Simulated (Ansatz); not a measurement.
# PtC (model cell, started as rocksalt type): following an unstable mode, part 3 of 3

Which phase does PtC (model cell, started as rocksalt type) fall into along its unstable mode, and how much energy does it gain?

Ansatz 0.2.0; DFT PBEsol, scalar-relativistic, plane waves, PAW.

So far. Step 5 (Energy along the mode, all amplitudes (two of the runs …): The lowest of the steps tried is at 0.22 Å, 26.2 meV/atom below the parent; the bottom of the well need not coincide with a step. Step 7 (The new phase in its own primitive cell): The largest force component left is 0.022 meV/Å and the pressure is 0.000 GPa, within the tolerances set. The cell now holds 11.21 Å³/atom. The relaxed cell has a, b, c = 4.276, 4.911, 8.543 Å (conventional setting).

The structure was built from a prototype and need not be the compound's stable phase.

### 8. Modes of the new phase, k-mesh 12×12×4

A relaxed structure may still be a saddle point, so its zone-centre modes are computed. No field response is asked, since the mesh shows no gap.

Input file input.yaml:

```yaml
crystal:
  lattice:
    - [2.1380114941, -2.4557421462, 0.0]
    - [2.1380114941, 2.4557421462, 0.0]
    - [0.0, 0.0, 8.5429570167]
  atoms:
    - { symbol: Pt, position: [0.5, 0.5, 0.0] }
    - { symbol: Pt, position: [0.5, 0.5, 0.5] }
    - { symbol: Pt, position: [0.0111053012, 0.9888946988, 0.25] }
    - { symbol: Pt, position: [0.9888946988, 0.0111053012, 0.75] }
    - { symbol: C, position: [0.573258663, 0.426741337, 0.75] }
    - { symbol: C, position: [0.426741337, 0.573258663, 0.25] }
    - { symbol: C, position: [0.0, 0.0, 0.0] }
    - { symbol: C, position: [0.0, 0.0, 0.5] }
kpoints:
  mp_grid: { grid: [12, 12, 4] }
hamiltonian:
  xc: pbesol
scf:
  occupations: { method: methfessel_paxton, width: 0.2 }
output:
  eigenvalues: true
phonons:
  method: dfpt
```

Run with:

```bash
$ ansatz run input.yaml --threads 4 --pin off --max-ram 7168MiB --backend cpu --events-out ev --progress --plain --runs-dir out
```

Numbers of over 12 decimals in the logs are rounded to 6 here.

Output:

```text
zone centre: on kpoints.mp_grid the ground state, and the responses unless they are solved on pairs of k-points, stand on 164 of the mesh's 576 k-points, reduced under 2 symmetry operations, with k and −k counted as one. Each operation leaves every solved displacement unchanged or reverses it
[...]
Crystal: 8 atoms, lattice volume = 89.708 Å³
Basis set: ecut = 420 eV, 1771 PW (Γ), exchange–correlation on 48×48×120 points (8 copies of the dense FFT grid, shifted against one another)
Bands: 53, of which v1, the nominal top of the filled ones, is band 44 counted from 1 (43 counted from 0)
Symmetry: 8 space group operations
k-points: 164 of 576 (irreducible under 2 space group operations, time reversal used)
[...]
SCF iter   1: F=—  HF=-50511.297283 eV  |F-HF|=—  |Δ(HF+E_count)|=         —  Δρ=1.15e-2  dr2=7.08e-2  ethr=1.77e-3  ⟨swp⟩=5.2  Hψ=29358  notcnv=0
[...]
SCF iter   9: F=-50511.279171 eV  HF=-50511.279171 eV  |F-HF|=7.28e-12  |Δ(HF+E_count)|=  7.28e-12  S|Δr|=    0.00e0  Δρ=8.28e-8  dr2=6.81e-12  ethr=1.00e-12  ⟨swp⟩=10.0  Hψ=39481  notcnv=0
SCF 1 converged in 9 iterations: F = -50511.279171 eV  dr2 = 6.81e-12
[...]
DFPT response loops at Γ: preconditioner auto → Kerker (q_TF=auto, 2.720 Å⁻¹) (partly filled bands, converged f_vac=0.000); β = 1.00, the filter's whole step (`scf.mixing.beta` (0.50) is not read by the response loops under this deck's `scf.mixing.preconditioner`; to damp them name `kerker` or `kerker_dos`, under which they read `scf.mixing.beta`, and type it under 1.00, their step now; both keys bind the ground state too); Broyden in place of MSR1
SCF converged after 9 iterations
[...]
Free energy (F): -50511.279171 eV
[...]
Internal energy: -50511.282924 eV  (E = F + TS)
E sigma→0 (E₀):  -50511.280110 eV
Entropy (-TS):   0.003753 eV (0.469 meV/atom)
Fermi energy:    19.282386 eV
[...]
--- Band table (eV; the first three rows and the last of 164) ---
  k-point 0: bands = [... 40 lower, 17.8539, 17.8724, 19.1068, 19.7206, 19.8470, 20.1106, 20.4035, 20.4776, ... 5 higher]
  k-point 1: bands = [... 40 lower, 18.3480, 18.4211, 19.4588, 19.5543, 19.8495, 19.9614, 20.5684, 20.5818, ... 5 higher]
  k-point 2: bands = [... 40 lower, 19.0905, 19.0905, 19.1308, 19.1308, 20.1698, 20.1698, 20.2546, 20.2546, ... 5 higher]
  k-point 163: bands = [... 40 lower, 18.2282, 18.2282, 18.3215, 18.3215, 18.3442, 18.3442, 19.0205, 19.0205, ... 5 higher]
--- Phonons (Γ-DFPT): 12 representative perturbations + reference, on 164 of 576 k-points (Σ response iterations 41) ---
  k mesh reduced under 2 symmetry operations, with k and −k counted as one. Each operation leaves every solved displacement unchanged or reverses it
  ASR residual: 7.879e-5 → 0.000e0 eV/Å²; symmetrization residual: 4.216e-6 eV/Å²
  ASR residual per site (eV/Å²): 7.88e-5 7.88e-5 1.70e-5 1.70e-5 1.04e-5 1.04e-5 2.08e-5 2.08e-5
  Γ frequencies (cm⁻¹): -472.05 -439.74 -369.40 -368.46 -336.92 -277.76 -107.87 -31.03 0.00 0.00 0.00 55.17 60.89 61.68 89.34 99.24 112.78 269.08 309.26 339.71 494.35 521.71 535.02 569.32
  non-analytic LO–TO correction: not included (Born effective charges unavailable; polar crystals: no LO–TO splitting at Γ)
```

The job ended after 3.8 min (4 threads of Arm Neoverse V2, shared host; peak memory 2.3 GiB; 15 min of CPU time).

This step gave:

```
sum-rule residual before enforcement                    : 7.88e-5 eV/Å²
point group                                             : mmm
highest optical mode at the zone centre (no LO-TO term) : 569.3 cm⁻¹
lowest optical zone-centre mode                         : -472.1 cm⁻¹
```

Patterns of degenerate modes are one choice out of their space. Modes at Γ, with each element's share of the kinetic energy (negative means imaginary):

| mode | frequency (cm⁻¹) | symmetry | Pt % | C % |
| --- | --- | --- | --- | --- |
| 1 | -472.1 | B2u | 4 | 96 |
| 2 | -439.7 | B1u | 4 | 96 |
| 3 | -369.4 | B3u | 8 | 92 |
| 4 | -368.5 | Au | 1 | 99 |
| 5 | -336.9 | B1u | 9 | 91 |
| 6 | -277.8 | B1u | 40 | 60 |
| 7 | -107.9 | B3u | 74 | 26 |
| 8 | -31.0 | B1g | 95 | 5 |
| 9 | 0.0 | acoustic | 94 | 6 |
| 10 | 0.0 | acoustic | 94 | 6 |
| 11 | 0.0 | acoustic | 94 | 6 |
| 12 | 55.2 | Au | 99 | 1 |
| 13 | 60.9 | B2u | 98 | 2 |
| 14 | 61.7 | Ag | 95 | 5 |
| 15 | 89.3 | B1u | 91 | 9 |
| 16 | 99.2 | B3g | 99 | 1 |
| 17 | 112.8 | B2u | 99 | 1 |
| 18 | 269.1 | B1u | 61 | 39 |
| 19 | 309.3 | B1g | 5 | 95 |
| 20 | 339.7 | B3u | 23 | 77 |
| 21 | 494.4 | B3g | 1 | 99 |
| 22 | 521.7 | Ag | 5 | 95 |
| 23 | 535.0 | B2u | 4 | 96 |
| 24 | 569.3 | B2u | 1 | 99 |

Displacements in mode 1 (-472.1 cm⁻¹), the largest set to 1:
```
Pt1  0.00 -0.05 -0.01
Pt2  0.00 -0.05  0.01
Pt3  0.00 -0.01  0.00
Pt4  0.00 -0.01  0.00
C5   0.00  0.03  0.00
C6   0.00  0.03  0.00
C7   0.00  1.00  0.07
C8   0.00  1.00 -0.07
```

Displacements in mode 15 (89.3 cm⁻¹), the largest set to 1:
```
Pt1  0.00  1.00  0.03
Pt2  0.00 -1.00  0.03
Pt3  0.00  0.00 -0.10
Pt4  0.00  0.00 -0.10
C5   0.00  0.00  0.82
C6   0.00  0.00  0.82
C7   0.00  0.94  0.26
C8   0.00 -0.94  0.26
```

Before it was imposed, the acoustic sum rule was missed by 7.9e-5 eV/Å². Small misses are needed for a sound result but don't prove that mesh and cutoff are converged. The lowest optical mode is imaginary, 472.1i cm⁻¹, so the energy falls along it.

### 9. Outcome

```
unstable mode of the parent                                                      : q = (0, 0.25, 0.25), 512i cm⁻¹
depth at the lowest point sampled                                                : 26.2 meV/atom
largest atomic shift at that point                                               : 0.22 Å
space group reached (within 0.01 Å)                                              : Cmcm
energy gained over the parent (first relaxation, on the mesh of the frozen mode) : 62.2 meV/atom
volume per atom, phase reached                                                   : 11.2 Å³
lowest optical zone-centre mode, phase reached                                   : -472 cm⁻¹
highest optical mode at the zone centre (no LO-TO term), phase reached           : 569 cm⁻¹
```

Along this mode the structure falls into Cmcm, 62.2 meV/atom below the parent. At the parent's cell the well is 26.20 meV/atom deep on the steps tried, with its lowest point at a shift of 0.22 Å. Relaxing atoms and cell changes the gain by +36.00 meV/atom against the lowest step (energies at zero smearing). The new phase still has an imaginary mode at the zone centre of its cell, so it is a saddle point on the way to a lower structure. Of the 6 patterns followed to their end from this parent, this one ends 465 meV/atom above the lowest, F-43m. Each path keeps the symmetry of its pattern, so a lower phase may lie along a pattern not tried. With no gap, or one that is small against the smearing, the frequencies hang on the k mesh and the smearing, most of all near Kohn anomalies. Spin-orbit coupling is left out, which can matter for the heavy elements here. The starting cell was built on a prototype and not taken from a measurement, so the phase need not exist.

[Logs are printed without paths, hosts, clocks, repeated set-up lines and the standing remarks that a program may print on its own settings, such as how far it seeks lower states.]

[Hosts, paths, dates, database ids (printed as entryN), source tags and the programs' standing remarks are cut or masked in the printed files.]
